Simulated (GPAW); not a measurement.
## O K-edge XANES of TiO2 (Rutile, P4_2/mnm)

How does the O K edge of TiO2 (Rutile, P4_2/mnm) move when the bonds are compressed or stretched?

Program: GPAW 26.7.0. Level of theory: X-ray absorption from dipole matrix elements to empty bands, plane-wave PAW LDA. Results are calculated unless marked as measured.

## 1. Set-up

Symmetry: P4_2/mnm, No. 136, tetragonal system. The conventional cell has a = 4.592 Å, b = 4.592 Å, c = 2.957 Å, α = 90.00°, β = 90.00°, γ = 90.00°. Nearest to Ti lie 6 O at 1.95 to 1.98 Å. Nearest to O lie 3 Ti at 1.95 to 1.98 Å. Farther neighbours and most contacts between anions are not listed.

Structure file:

```xyz
6
Lattice="4.5922 0.0000 0.0000 0.0000 4.5922 0.0000 0.0000 0.0000 2.9574" Properties=species:S:1:pos:R:3 pbc="T T T"
Ti    2.2961    2.2961    1.4787
Ti    0.0000    0.0000    0.0000
O     3.6965    0.8957    1.4787
O     3.1918    3.1918    0.0000
O     0.8957    3.6965    1.4787
O     1.4004    1.4004    0.0000
```

## 2. Ground state of the crystal

The ground state comes first: it tells whether the system has a gap, which decides how the excited electron is treated.

Contents of scf.py:

```python
import numpy as np
from ase import Atoms
from ase.parallel import parprint, paropen
from gpaw import GPAW, PW, FermiDirac, Mixer, MixerDif, setup_paths
from gpaw.test import gen
setup_paths.insert(0, '.')
gen('O', name='nch1s', xcname='LDA', corehole=(1, 0, 0), write_xml=True)
from gpaw.mpi import world
world.barrier()

atoms = Atoms('Ti2O4',
    cell=[[4.5922, 0, 0],
     [0, 4.5922, 0],
     [0, 0, 2.9574]],
    scaled_positions=[[0.5, 0.5, 0.5],
     [0, 0, 0],
     [0.80496, 0.19504, 0.5],
     [0.69504, 0.69504, 0],
     [0.19504, 0.80496, 0.5],
     [0.30496, 0.30496, 0]],
    pbc=True)
atoms.calc = calc = GPAW(legacy_gpaw=True, mode=PW(500, force_complex_dtype=True), xc='LDA', setups={2: 'nch1s'},
    kpts={'size': (6, 6, 8), 'gamma': True}, occupations=FermiDirac(0.05),
    charge=0, mixer=Mixer(0.1, 5, 50), maxiter=150,
    convergence={'density': 0.0001, 'eigenstates': 1e-6}, txt='scf.txt')
energy = atoms.get_potential_energy() + calc.get_reference_energy()
ef = calc.get_fermi_level()
out = dict(energy=energy, fermi=ef, forces=atoms.get_forces().tolist())
parprint(f'all-electron energy {energy:.4f} eV, Fermi level {ef:.4f} eV')
ev = np.array([[calc.get_eigenvalues(k, s) for k in range(len(calc.get_ibz_k_points()))] for s in range(calc.get_number_of_spins())])
out['homo'], out['lumo'], out['counts'] = ev[ev < ef].max(), ev[ev > ef].min(), sorted(set((ev < ef).sum((0, 2)).tolist()))
out['filled'] = (ev[:, 0] < ef).sum(1).tolist()
import json
with paropen('out.json', 'w') as f:
    json.dump(out, f)
```

Command:

```sh
$ OMP_NUM_THREADS=1 mpirun -n 4 gpaw python scf.py
```

Numbers of over 12 decimals in the logs are rounded to 6 here.

What it wrote:

```text
Input parameters:
  convergence: {density: 0.0001,
                eigenstates: 1e-06}
  kpts: {gamma: True,
         size: (6, 6, 8)}
  maxiter: 150
  mixer: {backend: pulay,
          beta: 0.1,
          method: separate,
          nmaxold: 5,
          weight: 50}
  mode: {ecut: 500.0,
         force_complex_dtype: True,
         name: pw}
  occupations: {fixmagmom: False,
                name: fermi-dirac,
                width: 0.05}
  setups: {2: nch1s}

Initialize ...

[... PAW data sets ...]

Reference energy: -54459.530392  # eV

Spin-paired calculation

[... convergence settings ...]
Symmetries present (total): 4
  [... symmetry matrices ...]

288 k-points: 6 x 6 x 8 Monkhorst-Pack grid + [1/12,1/12,1/16]
65 k-points in the irreducible part of the Brillouin zone
       k-points in crystal coordinates                weights
   0:     0.00000000    0.00000000    0.00000000          1/288
   1:     0.00000000    0.00000000    0.12500000          2/288
   2:     0.00000000    0.00000000    0.25000000          2/288
   3:     0.00000000    0.00000000    0.37500000          2/288
   4:     0.00000000    0.00000000    0.50000000          1/288
   5:     0.16666667   -0.16666667    0.00000000          2/288
   6:     0.16666667   -0.16666667    0.12500000          4/288
   7:     0.16666667   -0.16666667    0.25000000          4/288
   8:     0.16666667   -0.16666667    0.37500000          4/288
   9:     0.16666667   -0.16666667    0.50000000          2/288
          ...
  64:     0.50000000    0.50000000    0.50000000          1/288

Wave functions: Plane wave expansion
  Cutoff energy: 500.000 eV
  Number of coefficients (min, max): 1556, 1612
  Pulay-stress correction: 0.000000 eV/Ang^3 (de/decut=0.000000)
  Using FFTW library
  Wavefunction extrapolation:
    Improved wavefunction reuse through dual PAW basis

Occupation numbers: Fermi-Dirac:
  width: 0.0500  # eV

Eigensolver
   Davidson(niter=2)

Densities:
  Coarse grid: 24*24*16 grid
  Fine grid: 48*48*32 grid
  Total Charge: 0.000000

Density mixing:
  Method: separate
  Backend: pulay
  Linear mixing parameter: 0.1
  old densities: 5
  Width of damping distribution: 1.1
  Damping of long wavelength oscillations: 50

[... Hamiltonian set-up ...]
Number of atoms: 6
Number of atomic orbitals: 42
Number of bands in calculation: 33
Number of valence electrons: 48
Bands to converge: occupied

... initialized

Initializing position-dependent things.

Density initialized from atomic densities
Creating initial wave functions:
  33 bands from LCAO basis set

Positions:
   0 Ti     2.296100    2.296100    1.478700    ( 0.0000,  0.0000,  0.0000)
   1 Ti     0.000000    0.000000    0.000000    ( 0.0000,  0.0000,  0.0000)
   2 O      3.696537    0.895663    1.478700    ( 0.0000,  0.0000,  0.0000)
   3 O      3.191763    3.191763    0.000000    ( 0.0000,  0.0000,  0.0000)
   4 O      0.895663    3.696537    1.478700    ( 0.0000,  0.0000,  0.0000)
   5 O      1.400437    1.400437    0.000000    ( 0.0000,  0.0000,  0.0000)

Unit cell:
           periodic     x           y           z      points  spacing
  1. axis:    yes    4.592200    0.000000    0.000000    24     0.1913
  2. axis:    yes    0.000000    4.592200    0.000000    24     0.1913
  3. axis:    yes    0.000000    0.000000    2.957400    16     0.1848

  Lengths:   4.592200   4.592200   2.957400
  Angles:   90.000000  90.000000  90.000000

Effective grid spacing dv^(1/3) = 0.1891

iter:   1   -64.271349
iter:   2   -59.184997   -0.97  -0.92
iter:   3   -55.922684   -0.12  -1.04
iter:   4   -55.943474   -1.33  -1.44
iter:   5   -56.111613   -2.08  -1.38
iter:   6   -55.722164   -1.13  -1.55
iter:   7   -55.705391   -2.00  -2.19
iter:   8   -55.698473c  -2.62  -2.34
iter:   9   -55.695150c  -3.64  -2.63
iter:  10   -55.695355c  -4.43  -2.95
iter:  11   -55.694681c  -4.18  -2.96
iter:  12   -55.694679c  -5.14  -3.90
iter:  13   -55.694679c  -5.92  -4.00c
iter:  14   -55.694679c  -6.30c -4.10c

Converged after 14 iterations.

Dipole moment: (-0.000010, 0.000010, -0.000000) |e|*Ang

Energy contributions relative to reference atoms: (reference = -54459.530392)

Kinetic:        +42.619922
Potential:      -51.310140
External:        +0.000000
XC:             -47.349898
Entropy (-ST):   -0.000000
Local:           +0.345436
SIC:             +0.000000
--------------------------
Free energy:    -55.694679
Extrapolated:   -55.694679

Showing only first 2 kpts
 Kpt  Band  Eigenvalues  Occupancy
  0    22      4.87290    2.00000
  0    23      5.31798    2.00000
  0    24      7.11856    0.00000
  0    25      7.40351    0.00000

  1    22      4.54434    2.00000
  1    23      5.21704    2.00000
  1    24      7.50065    0.00000
  1    25      7.55659    0.00000

Fermi level: 6.18009

Gap: 1.801 eV
Transition (v -> c):
  (s=0, k=0, n=23, [0.00, 0.00, 0.00]) -> (s=0, k=0, n=24, [0.00, 0.00, 0.00])
No difference between direct/indirect transitions

Forces in eV/Ang:
  0 Ti    0.00024   -0.00024    0.00000
  1 Ti   -0.00011    0.00011    0.00000
  2 O    -0.00171    0.00171    0.00000
  3 O     0.00131    0.00125    0.00000
  4 O     0.00248   -0.00248    0.00000
  5 O    -0.00125   -0.00131    0.00000
Scalar-relativistic atomic LDA calculation for O (Oxygen, Z=8)
Core hole in 1s state (1s occupation: 2.0)
300 radial gridpoints.
|------------------------------------------------|
|------------------------------------------------|
[... the atom generator's iteration count ...]

Energy contributions:
-------------------------
Kinetic:      +74.266897
XC:            -7.772280
Potential:   -141.018865
-------------------------
Total:        -74.524248

state      eigenvalue         ekin         rmax
-----------------------------------------------
1s^2.0 :   -18.772897    28.821965        0.130
2s^2.0 :    -0.872866     3.204810        0.874
2p^4.0 :    -0.337925     2.553337        0.813
-----------------------------------------------
(units: Bohr and Hartree)

Generating PAW setup
Kinetic energy of the core from tauc = 57.689706
Cutoffs:
rc(s)=1.300
rc(p)=1.130
rc(d)=1.170
rc(vbar)=1.300
rc(comp)=1.260
rc(nct)=1.300

Kinetic energy of the core states: 57.643930
Charge: 0.0
Core electrons: 2.0
Valence electrons: 6.0
Pseudo-core charge: 0.000776
Shape function alpha=6.299
Pseudo-electron charge 5.666261
state    eigenvalue         norm
--------------------------------
2s(2) :    -0.872866     1.079797
*s    :     0.127134
2p(4) :    -0.337925     0.876472
*p    :     0.662075
*d    :     0.000000
--------------------------------

Diagonalizing with gridspacing h=0.050

state   all-electron     PAW
-------------------------------
2s:      -0.872866    -0.873954
2p:      -0.337925    -0.341740
*d:                    0.050276
*f:                    0.077289
-------------------------------
all-electron energy -54515.2251 eV, Fermi level 6.1801 eV
```

It took 19 s on 4 MPI ranks of Arm Neoverse V1, shared host; peak memory 0.21 GiB; 77 s of CPU time.

The mesh shows a gap of 1.80 eV, so the hole is first treated in a charged cell, without the excited electron.

## 3. Reference energy of the supercell

The photon energy needs a difference of total energies, so the cell and mesh of the coming hole run are first run without a hole.

Changes to scf.py since step 2:

```diff
@@ -10,15 +10,21 @@
 
-atoms = Atoms('Ti2O4',
-    cell=[[4.5922, 0, 0],
-     [0, 4.5922, 0],
-     [0, 0, 2.9574]],
-    scaled_positions=[[0.5, 0.5, 0.5],
+atoms = Atoms('Ti4O8',
+    cell=[[4.5922, 0, 2.9574],
+     [0, 4.5922, 2.9574],
+     [-4.5922, 0, 2.9574]],
+    scaled_positions=[[0.25, 0.5, 0.75],
+     [0.75, 0.5, 0.25],
      [0, 0, 0],
-     [0.80496, 0.19504, 0.5],
-     [0.69504, 0.69504, 0],
-     [0.19504, 0.80496, 0.5],
-     [0.30496, 0.30496, 0]],
+     [0.5, 0, 0.5],
+     [0.55496, 0.19504, 0.75],
+     [0.05496, 0.19504, 0.25],
+     [0, 0.69504, 0.30496],
+     [0.5, 0.69504, 0.80496],
+     [0.94504, 0.80496, 0.75],
+     [0.44504, 0.80496, 0.25],
+     [0, 0.30496, 0.69504],
+     [0.5, 0.30496, 0.19504]],
     pbc=True)
-atoms.calc = calc = GPAW(legacy_gpaw=True, mode=PW(500, force_complex_dtype=True), xc='LDA', setups={2: 'nch1s'},
-    kpts={'size': (6, 6, 8), 'gamma': True}, occupations=FermiDirac(0.05),
+atoms.calc = calc = GPAW(legacy_gpaw=True, mode=PW(500, force_complex_dtype=True), xc='LDA', setups={4: 'nch1s'},
+    kpts={'size': (4, 4, 4), 'gamma': True}, occupations=FermiDirac(0.02),
     charge=0, mixer=Mixer(0.1, 5, 50), maxiter=150,
```

What it wrote:

```text
Input parameters:
  convergence: {density: 0.0001,
                eigenstates: 1e-06}
  kpts: {gamma: True,
         size: (4, 4, 4)}
  maxiter: 150
  mixer: {backend: pulay,
          beta: 0.1,
          method: separate,
          nmaxold: 5,
          weight: 50}
  mode: {ecut: 500.0,
         force_complex_dtype: True,
         name: pw}
  occupations: {fixmagmom: False,
                name: fermi-dirac,
[...]
2s(2) :    -0.872866     1.079797
*s    :     0.127134
2p(4) :    -0.337925     0.876472
*p    :     0.662075
*d    :     0.000000
--------------------------------

Diagonalizing with gridspacing h=0.050

state   all-electron     PAW
-------------------------------
2s:      -0.872866    -0.873954
2p:      -0.337925    -0.341740
*d:                    0.050276
*f:                    0.077289
-------------------------------
all-electron energy -109030.4405 eV, Fermi level 6.0473 eV
[key lines of the parts left out:]
Converged after 21 iterations.
Dipole moment: (0.000000, -0.000000, 0.000000) |e|*Ang
Free energy:   -111.379726
Fermi level: 6.04729
```

Run time: 56 s. Hardware: 4 MPI ranks; peak memory 0.28 GiB.

Reference energy: -109030.440 eV with the cores included.

[end of part 1 of 4]

[Banner, clock and machine lines of the logs are left out without a mark of their own.]

[Logs are printed without paths, hosts, clocks, repeated set-up lines and the standing remarks that a program may print on its own settings, such as how far it seeks lower states.]

[Hosts, paths, dates, database ids (printed as entryN), source tags and the programs' standing remarks are cut or masked in the printed files.]

[Lists of maxima count a maximum above −3 eV only where it reaches 4 % of the highest in the window and stands out from its surroundings by 2 % of it (1.5 % where it reaches 55 %); shoulders and weaker maxima are passed over, and of the rest the first, up to two pre-edge ones and the few strongest are named.]
